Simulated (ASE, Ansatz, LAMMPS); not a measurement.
# Localised basis functions on twisted graphene bilayer, 17.90° (124 atoms)

Aim: test how closely localised support functions follow the reference on twisted graphene bilayer, 17.90° (124 atoms), and at what cost.

Program: Ansatz 0.2.0. Level of theory: Kohn-Sham DFT, PBE+D3(BJ), PAW (set soft_2), plane waves. Results are calculated unless marked as measured.

### Step 1. The structure

The cell holds 124 atoms: 124 C. Its edges and angles: a = 13.697 Å, b = 13.697 Å, c = 15.530 Å, α = 90.0°, β = 90.0°, γ = 120.0°. It derives from C (graphene). Graphene (a = 2.46 Å) under graphene (a = 2.46 Å), bilayer, commensurate cell of 31 unit cells a layer, twist 17.90 deg; facing planes 3.53 Å apart as built; 12 Å of vacuum; minimised with a classical potential. Regions: layer 1, 62 atoms (62 C); layer 2, 62 atoms (62 C). Vacuum lies along c.

Before any run, some limits are plain. One k-point is far too coarse for the carbon or group-IV sheet, and it can put spurious forces of up to about 1 eV/Å on the sheet's atoms. Beside vacuum, support functions can miss their usual error bounds without a warning. Only the Γ point is sampled, in a cell whose shortest periodic width is 12 Å.

### Step 2. The classical run that made the cell

A minimisation with a classical potential prepares the built cell.

This step: classical potential: AIREBO (Stuart, Tutein and Harrison, J. Chem. Phys. 112, 6472 (2000)) (LAMMPS stable Jul 2025 - Update 4).

Input file in.lammps:

```
units metal
atom_style atomic
boundary p p p
atom_modify map array
read_data structure.data
pair_style airebo 3.0 1 1
pair_coeff * * CH.airebo C
thermo_style custom step temp pe press lx ly lz fmax
thermo 200
min_style cg
minimize 0 1e-4 3000 30000
write_data relaxed.data nocoeff
```

Run with:

```
> lmp -in in.lammps -log log.lammps -screen none -nocite
```

Numbers of over 12 decimals in the logs are rounded to 6 here.

The program printed:

```text
LAMMPS (22 Jul 2025 - Update 4)
  124 atoms
   Step          Temp          PotEng         Press            Lx             Ly             Lz            Fmax     
         0   0             -921.35318     -58628.636      13.6967        11.86169       15.53          0.018051116  
        51   0             -921.42275     -57940.233      13.6967        11.86169       15.53          1.2178559e-05
Loop time of 0.561439 on 1 procs for 51 steps with 124 atoms
Minimization stats:
  Stopping criterion = force tolerance
  Energy initial, next-to-last, final = 
     -921.353181034617  -921.422750127728  -921.422750127863
  Force two-norm initial, final = 0.17326506 8.7655428e-05
  Force max component initial, final = 0.018051116 1.2178559e-05
  Iterations, force evaluations = 51 101
```

It took 1.4 s on 1 thread of Intel Xeon at 2.80GHz (Skylake/Cascade Lake), shared host.

### Step 3. Plane-wave single point

This run is the reference for what follows, at a cutoff of 420 eV.

Input file input.yaml:

```yaml
crystal:
  lattice:
    - [13.6967, 0.0, 0.0]
    - [-6.84835, 11.86169, 0.0]
    - [0.0, 0.0, 15.53]
  atoms:
    - { symbol: C, position: [0.07527, 0.11828, 0.39049] }
    - { symbol: C, position: [0.11828, 0.04301, 0.39049] }
    - { symbol: C, position: [0.10753, 0.31183, 0.39057] }
    - { symbol: C, position: [0.15054, 0.23656, 0.39055] }
    - { symbol: C, position: [0.13978, 0.50538, 0.39054] }
    - { symbol: C, position: [0.18279, 0.43011, 0.39054] }
    - { symbol: C, position: [0.17205, 0.69893, 0.39052] }
    - { symbol: C, position: [0.21506, 0.62366, 0.39049] }
    - { symbol: C, position: [0.2043, 0.89247, 0.39057] }
    - { symbol: C, position: [0.24732, 0.81721, 0.39054] }
    - { symbol: C, position: [0.23656, 0.08602, 0.39055] }
    - { symbol: C, position: [0.27957, 0.01075, 0.39055] }
    - { symbol: C, position: [0.26882, 0.27957, 0.39055] }
    - { symbol: C, position: [0.31183, 0.2043, 0.39057] }
    - { symbol: C, position: [0.30107, 0.47312, 0.39052] }
    - { symbol: C, position: [0.34408, 0.39785, 0.39059] }
    - { symbol: C, position: [0.33333, 0.66667, 0.39045] }
    - { symbol: C, position: [0.37634, 0.5914, 0.39049] }
    - { symbol: C, position: [0.3656, 0.86022, 0.39054] }
    - { symbol: C, position: [0.4086, 0.78494, 0.39049] }
    - { symbol: C, position: [0.39785, 0.05376, 0.39059] }
    - { symbol: C, position: [0.44086, 0.97849, 0.39056] }
    - { symbol: C, position: [0.43011, 0.24732, 0.39054] }
    - { symbol: C, position: [0.47312, 0.17205, 0.39052] }
    - { symbol: C, position: [0.46237, 0.44086, 0.39056] }
    - { symbol: C, position: [0.50538, 0.3656, 0.39054] }
    - { symbol: C, position: [0.49462, 0.6344, 0.39054] }
    - { symbol: C, position: [0.53763, 0.55914, 0.39056] }
    - { symbol: C, position: [0.52688, 0.82795, 0.39052] }
    - { symbol: C, position: [0.56989, 0.75268, 0.39054] }
    - { symbol: C, position: [0.55914, 0.02151, 0.39056] }
    - { symbol: C, position: [0.60215, 0.94624, 0.39059] }
    [... 86 atom lines left out ...]
    - { symbol: C, position: [0.10753, 0.7957, 0.60943] }
    - { symbol: C, position: [0.15054, 0.91398, 0.60945] }
    - { symbol: C, position: [0.94624, 0.60215, 0.60941] }
    - { symbol: C, position: [0.98925, 0.72043, 0.60945] }
    - { symbol: C, position: [0.91398, 0.76344, 0.60945] }
    - { symbol: C, position: [0.95699, 0.88172, 0.60951] }
kpoints:
  mp_grid: { grid: [1, 1, 1] }
hamiltonian:
  xc: pbe
  dispersion: d3bj
scf:
  occupations: { method: gaussian, width: 0.05 }
output:
  forces: true
  populations: intrinsic
  dos:
    method: { smearing: { sigma: 0.1 } }
    de: 0.1
    projected:
      site_lists:
        C: [C]
        layer_1: [0, 1, 2, 3, 4, 5, 6, 7, 8, 9, 10, 11, 12, 13, 14, 15, 16, 17, 18, 19, 20, 21, 22, 23, 24, 25, 26, 27, 28, 29, 30, 31, 32, 33, 34, 35, 36, 37, 38, 39, 40, 41, 42, 43, 44, 45, 46, 47, 48, 49, 50, 51, 52, 53, 54, 55, 56, 57, 58, 59, 60, 61]
        layer_2: [62, 63, 64, 65, 66, 67, 68, 69, 70, 71, 72, 73, 74, 75, 76, 77, 78, 79, 80, 81, 82, 83, 84, 85, 86, 87, 88, 89, 90, 91, 92, 93, 94, 95, 96, 97, 98, 99, 100, 101, 102, 103, 104, 105, 106, 107, 108, 109, 110, 111, 112, 113, 114, 115, 116, 117, 118, 119, 120, 121, 122, 123]
  eigenvalues: true
  write_density: true
  write_potential: true
  volumetric_format: npy
```

Run with:

```
> ansatz run input.yaml --threads 8 --pin off --max-ram 15872MiB --backend cpu --events-out ev --progress --plain --runs-dir out
```

The program printed:

```text
Warning: the atoms were moved onto the symmetric positions of the space group found under crystal.symmetry.tolerance 1.0e-5 (fractional; no operation is sought that the atoms, as they stand in a round, miss by more than twice it, and no atom is moved by as much as it), and the run uses the moved positions. [...]
Engine: ansatz 0.2.0, aarch64-unknown-linux-gnu
Pseudopotentials: kind: paw
Pseudopotential: C, paw, valence charge 4, recommended cutoff 420 eV (normal), C.paw.azcp
Functional definition: PBE
  parameter kappa = 0.804
  parameter beta = 0.066725
  exchange = pbe_x(kappa = kappa, mu = beta*pi^2/3)
  correlation = pbe_c(beta = beta)
Crystal: 124 atoms, lattice volume = 2523.097 Å³
Basis set: ecut = 420 eV, 49335 PW (Γ), exchange–correlation on 192×192×216 points (8 copies of the dense FFT grid, shifted against one another)
Bands: 372, of which v1, the nominal top of the filled ones, is band 248 counted from 1 (247 counted from 0)
Symmetry: 12 space group operations
Space group: P622 (ITA 177), of the structure as read, at distance tolerance 1.4e-4 Å
k-points: 1
Non-local potential: C, projectors of the file, l = 0: 2, l = 1: 2, l = 2: 1
PAW form: soft (Blöchl's): semilocal exchange-correlation on the pseudo side does not see the compensation charge
PAW one-centre angular grid: C, 110 points (default); XC on 64 Gauss nodes
Initial density: superposition of atomic densities (neutral atoms: chi_scale 0, normalization atom), corrected by the library's trained network
Initial wavefunctions: pseudopotential atomic-orbital guess
Functional: x = pbe(κ = 0.804, μ = 0.219515), c = pbe(β = 0.066725)
SCF iter   1: F=—  HF=-31132.452226 eV  |F-HF|=—  |Δ(HF+E_count)|=         —  Δρ=2.31e-3  dr2=1.58e-1  ethr=1.77e-3  ⟨swp⟩=13.0  Hψ=2740  notcnv=0  defer=64
preconditioner: auto → Resta (q_TF=auto, 2.080 Å⁻¹)  ε∞=2.2  [insulator: Δε(μ)=3.343 eV  Ē_g=14.875 eV  σ=0.050 eV  W_gap=1.00  n_scr=388 (ndim 8)  ℏωp=16.5 eV  f_vac=0.552  D(μ)=0.00/eV (n_scr^D=0)  ε∞_Penn≈2.2  vacuum switching on, ρ_ref=1.6e-2 e/Å³]
SCF iter   2: F=—  HF=-31132.455687 eV  |F-HF|=—  |Δ(HF+E_count)|=   3.46e-3  Δρ=1.20e-3  dr2=3.70e-2  ethr=3.19e-5  ⟨swp⟩=3.0  Hψ=735  notcnv=0  defer=76
SCF iter   3: F=—  HF=-31132.457007 eV  |F-HF|=—  |Δ(HF+E_count)|=   1.32e-3  Δρ=2.18e-4  dr2=1.47e-3  ethr=7.46e-6  ⟨swp⟩=2.0  Hψ=508  notcnv=0  defer=76
SCF iter   4: F=—  HF=-31132.457773 eV  |F-HF|=—  |Δ(HF+E_count)|=   7.66e-4  Δρ=8.46e-5  dr2=1.66e-4  ethr=2.97e-7  ⟨swp⟩=2.0  Hψ=440  notcnv=0  defer=76
SCF iter   5: F=—  HF=-31132.457941 eV  |F-HF|=—  |Δ(HF+E_count)|=   1.68e-4  Δρ=4.19e-5  dr2=1.43e-4  ethr=3.34e-8  ⟨swp⟩=2.0  Hψ=494  notcnv=0  defer=76
SCF iter   6: F=—  HF=-31132.457902 eV  |F-HF|=—  |Δ(HF+E_count)|=   3.97e-5  Δρ=8.66e-6  dr2=3.86e-6  ethr=2.87e-8  ⟨swp⟩=2.0  Hψ=420  notcnv=0  defer=76
SCF iter   7: F=—  HF=-31132.459427 eV  |F-HF|=—  |Δ(HF+E_count)|=   1.53e-3  Δρ=4.32e-6  dr2=1.94e-6  ethr=7.78e-10  ⟨swp⟩=3.0  Hψ=514  notcnv=0  defer=76
iter 8 met the thresholds in force, and the SCF goes on: an eigenvalue changes by 35.29 meV, over its tolerance of 10.00 meV (output.eigenvalues, Limitations)
SCF iter   8: F=-31132.459429 eV  HF=-31132.459427 eV  |F-HF|=2.11e-6  |Δ(HF+E_count)|=   6.52e-8  Δρ=2.10e-6  dr2=5.85e-8  ethr=2.02e-11  ⟨swp⟩=36.0  Hψ=4634  notcnv=0
SCF iter   9: F=-31132.459429 eV  HF=-31132.459429 eV  |F-HF|=3.78e-9  |Δ(HF+E_count)|=   2.13e-6  Δρ=3.07e-7  dr2=1.29e-9  ethr=1.18e-11  ⟨swp⟩=16.0  Hψ=2854  notcnv=0
SCF 1 converged in 9 iterations: F = -31132.459429 eV  dr2 = 1.29e-9
  greatest PAW one-centre occupation: 0.674 electrons in one spin orbital (limit 2), on the C atom at site 80 (counted from 0), in its partial waves of l = 0
WARN: The output density's exchange-correlation potential varies sharply where the density is thin. Do not read a vacuum level from v_tot or v_xc, or from such a field of the output density. On a cell that repeats whose density bears no net charge and no dipole along the vacuum's axis use v_es (v_loc + v_h of the components); [...]
SCF converged after 9 iterations
an eigenvalue changed by more than its tolerance at an iteration that met the thresholds in force, so the SCF went on 1 time: the last check found none over its tolerance
Free energy (F): -31132.459429 eV
Harris-Foulkes:  -31132.459429 eV  (|F-HF|=3.78e-9)
Internal energy: -31132.459429 eV  (E = F + TS)
E sigma→0 (E₀):  -31132.459429 eV
Fermi energy:    0.564245 eV
--- Per-component energies (eV) ---
  E_band       = -4236.999090
  E_kinetic    = 11291.773146
  E_local      = -150202.961412  (includes V_loc(G=0)·N_el)
  E_nonlocal   = 3390.734187
  E_hartree    = 69752.808382
  E_xc         = -5957.338658
  E_vxc        = -7375.881217  (∫ρ·V_xc dr)
  E_paw        = -12320.814556  (= ΣΔE_a)
  E_vpaw       = -846.277470  (= ΣTr[D̂ρ^β])
  E_aug_tail   = 0.000964  (compensation charges beyond the density's cutoff)
  E_ewald      = 52928.100567
  E_disp       = -14.762049  (pairwise vdW)
  E_smearing   = -0.000000  (= −TS)
  E_closure    = 0.000000  (closes the sum)
  Σ components = -31132.459429   (vs F -31132.459429, Δ=0.00e0)
--- Forces (eV/Å), atoms counted from 1 ---
  atom   1  C      0.00691881     0.00579749    -0.02374345
  atom   2  C      0.00848018    -0.00309312    -0.02374345
  atom   3  C      0.00131017     0.02100077    -0.01192991
  atom   4  C      0.01083683    -0.01752357    -0.01619272
  atom   5  C     -0.01591206     0.00693746    -0.01746064
  atom   6  C     -0.00198379    -0.01650431    -0.01502769
  atom   7  C      0.00346031    -0.00339265    -0.01512534
  atom   8  C     -0.00432168     0.01122618    -0.02513016
  atom   9  C      0.01753211    -0.01163503    -0.01192991
  atom  10  C     -0.01330125     0.00997017    -0.01502769
  atom  11  C     -0.00975744    -0.01814676    -0.01619272
  atom  12  C      0.00067142     0.00594170    -0.00859704
  atom  13  C     -0.00480995     0.00355231    -0.00859704
  atom  14  C      0.01884229     0.00936574    -0.01192991
[...]
atom 123  C      0.01083683     0.01752357     0.01619272
  atom 124  C      0.00691881    -0.00579749     0.02374345
  max |Σ_I F_I| component: 2.19e-16 eV/Å
--- Band table (eV) ---
  k-point 0: bands = ["-19.0112", "-18.8755", "-18.2466", "-18.2466", [... 356 levels ...], "8.8024", "8.8041", "8.8041", "8.8046", "8.8399", "8.8405", "8.8405", "8.9827", "8.9827", "8.9828", "8.9828", "9.0060"]
--- intrinsic populations: 124 sites ---
  site symbol       q [e]
     0      C      4.0001
     1      C      4.0001
     2      C      4.0004
[...]
123      C      4.0001
  spilling = 0.000000 (of n_electrons = 496.000000)
```

It took 23 s on 8 threads of Arm Neoverse V2, shared host; peak memory 2.8 GiB; 2.8 min of CPU time.

The column dr2 measures how far the density is from self-consistency, as an energy; F and HF (Harris–Foulkes) agree once it is small.

The program notes that positions were snapped to a detected symmetry and the exchange-correlation potential is rough where the density is thin.

The run gave:

```
free energy                                   : -31132.4594 eV
free energy per atom                          : -251.0682 eV/atom
SCF cycles                                    : 9
r.m.s. force component                        : 0.01267 eV/Å
longest force                                 : 0.02786 eV/Å
Fermi energy                                  : 0.5642 eV
potential in mid-vacuum, over the Fermi level : 4.323 eV
potential 4.5 Å over the upper face           : 4.323 eV
potential 4.5 Å under the lower face          : 4.323 eV
```

Intrinsic-atomic-orbital charges by element:

| element | coordination | atoms | mean charge (e) | spread | least | most |
| --- | --- | --- | --- | --- | --- | --- |
| C | all | 124 | 0 | 5.0e-4 | -9.0e-4 | 0.0011 |

By region:

| region | atoms | mean length of the force (eV/Å) | net charge (e) |
| --- | --- | --- | --- |
| layer 1 | 62 | 0.021 | 0 |
| layer 2 | 62 | 0.021 | 0 |

States in the cell by windows of 1 eV, zero at the Fermi level; the larger projections on atomic orbitals stand beside the total:

| from (eV) | to (eV) | total | C p | layer 1 | layer 2 |
| --- | --- | --- | --- | --- | --- |
| -10 | -9 | 26.9 | 24.1 | 13.3 | 13.3 |
| -9 | -8 | 25.2 | 19.6 | 12.5 | 12.5 |
| -8 | -7 | 28.9 | 27.8 | 14.2 | 14.2 |
| -7 | -6 | 69.7 | 67.1 | 34.6 | 34.6 |
| -6 | -5 | 36.1 | 33.0 | 18.0 | 18.0 |
| -5 | -4 | 48.0 | 47.7 | 23.9 | 23.9 |
| -4 | -3 | 13.7 | 13.6 | 6.8 | 6.8 |
| -3 | -2 | 30.4 | 30.3 | 15.1 | 15.1 |
| -2 | -1 | 24.0 | 23.9 | 12.0 | 12.0 |
| -1 | 1 | 0.0 | 0.0 | 0.0 | 0.0 |
| 1 | 2 | 24.3 | 23.5 | 11.8 | 11.8 |
| 2 | 3 | 23.7 | 23.1 | 11.5 | 11.5 |
| 3 | 4 | 2.9 | 0.0 | 0.0 | 0.0 |
| 4 | 5 | 40.3 | 23.3 | 11.7 | 11.7 |

Between -20 and -10 eV lie 193 more states.

The levels nearest the highest filled one (over half full), pooled over k-points and spins:

| level less the highest filled one (eV) | occupation |
| --- | --- |
| -0.0352 | 2 |
| -0.0194 | 2 |
| -0.0194 | 2 |
| -0.0053 | 2 |
| -0.0053 | 2 |
| 0 | 2 |
| 3.34 | 0 |
| 3.34 | 0 |
| 3.34 | 0 |
| 3.34 | 0 |
| 3.34 | 0 |
| 3.34 | 0 |

Planar average of the electrostatic potential energy along the normal, with the Fermi level as zero, after a running mean with a triangular window 4 Å wide at its base:

| height (Å) | potential energy (eV) |
| --- | --- |
| 0.0 | 4.32 |
| 0.4 | 4.32 |
| 0.9 | 4.32 |
| 1.3 | 4.32 |
| 1.7 | 4.32 |
| 2.2 | 4.32 |
| 2.6 | 4.31 |
| 3.0 | 4.26 |
| 3.5 | 4.05 |
| 4.0 | 2.61 |
| 4.5 | 0.20 |
| 4.9 | -2.70 |
| 5.3 | -5.60 |
| 5.8 | -7.98 |
| 6.2 | -8.57 |
| 6.6 | -6.93 |
| 7.0 | -4.59 |
| 7.5 | -3.06 |
| 7.9 | -2.85 |
| 8.3 | -3.94 |
| 8.8 | -6.14 |
| 9.2 | -8.21 |
| 9.6 | -8.44 |
| 10.1 | -6.49 |
| 10.5 | -3.68 |
| 10.9 | -0.74 |
| 11.4 | 1.91 |
| 11.9 | 3.87 |
| 12.4 | 4.22 |
| 12.8 | 4.30 |
| 13.2 | 4.32 |
| 13.7 | 4.32 |
| 14.1 | 4.32 |
| 14.5 | 4.32 |
| 15.0 | 4.32 |
| 15.4 | 4.32 |

Valence density in the ca plane at fractional y = 0.011, with atoms of C within 0.2 Å of it. It is the smooth field of the valence electrons, not physical close to the nuclei.

Ten even steps from '0' (0.0 e/Å³) to '9' (1.9 e/Å³), each cell a mean:
```
00000000000000011210000001221000000000000000
00000000000000026852000013784100000000000000
00000000000000024642000013774100000000000000
00000000000000001110000001231000000000000000
00000000000000001110000001332000000000000000
00000000000000025752000013774100000000000000
00000000000000137963000014995200000000000000
00000000000000013531000013774100000000000000
00000000000000013321000013664100000000000000
00000000000000025852000014895100000000000000
00000000000000137973100014884100000000000000
00000000000000037962000014884100000000000000
00000000000000026862000014995200000000000000
00000000000000037962000014885100000000000000
00000000000000026852000002442100000000000000
00000000000000025752000002332100000000000000
00000000000000137963000013774100000000000000
00000000000000137973000014885100000000000000
00000000000000013531000001332000000000000000
00000000000000012221000000110000000000000000
00000000000000024541000002332100000000000000
00000000000000137962000014884100000000000000
00000000000000013431000002442100000000000000
00000000000000000100000000110000000000000000
```
Columns run along c (15.5 Å), rows up along a (13.7 Å). Atoms in or near the plane, at fractional coordinates: C at (0.39, 0.28), C at (0.39, 0.56), C at (0.61, 0.46), C at (0.61, 0.73).

Electrostatic potential energy in the ca plane at fractional y = 0.011, with atoms of C within 0.2 Å of it. With pseudopotentials it is smooth inside the atoms' cores, unlike the true potential.

Values in eV, 13 rows by 16 columns, each cell a mean:
```
  5   5   5   5   5   1  -6   3   4  -9  -4   4   5   5   5   5
  5   5   5   5   5   1  -8   3   4 -14  -7   4   5   5   5   5
  5   5   5   5   5   2  -4   3   4  -6  -2   4   5   5   5   5
  5   5   5   5   5  -6 -28   1   3 -25 -15   4   5   5   5   5
  5   5   5   5   5   1  -6   3   3 -15  -7   4   5   5   5   5
  5   5   5   5   5  -7 -28   1   3 -19 -10   4   5   5   5   5
  5   5   5   5   5  -3 -23   2   3 -20 -11   4   5   5   5   5
  5   5   5   5   5  -3 -23   2   3 -15  -8   4   5   5   5   5
  5   5   5   5   5  -2 -20   2   4  -8  -3   4   5   5   5   5
  5   5   5   5   5  -7 -28   1   3 -20 -11   4   5   5   5   5
  5   5   5   5   5   2  -3   3   4   0   1   5   5   5   5   5
  5   5   5   5   5  -4 -25   2   4  -9  -4   4   5   5   5   5
  5   5   5   5   5   2  -3   3   4  -1   1   4   5   5   5   5
```
Columns run along c (15.5 Å; values clipped at the 3rd and 97th percentile), rows up along a (13.7 Å). Atoms in or near the plane, at fractional coordinates: C at (0.39, 0.28), C at (0.39, 0.56), C at (0.61, 0.46), C at (0.61, 0.73).

Intrinsic-atomic-orbital charges run from -0.00 to +0.00 e. The potential stands 4.32 eV above the Fermi level over the upper face and 4.32 eV under the lower one, a reading of the work function, with no dipole correction. The Fermi level falls in a spacing of 3.3 eV between levels, so it is uncertain by that much.

[end of part 1 of 2]

[Logs are printed without paths, hosts, clocks, repeated set-up lines and the standing remarks that a program may print on its own settings, such as how far it seeks lower states.]

[Hosts, paths, dates, database ids (printed as entryN), source tags and the programs' standing remarks are cut or masked in the printed files.]
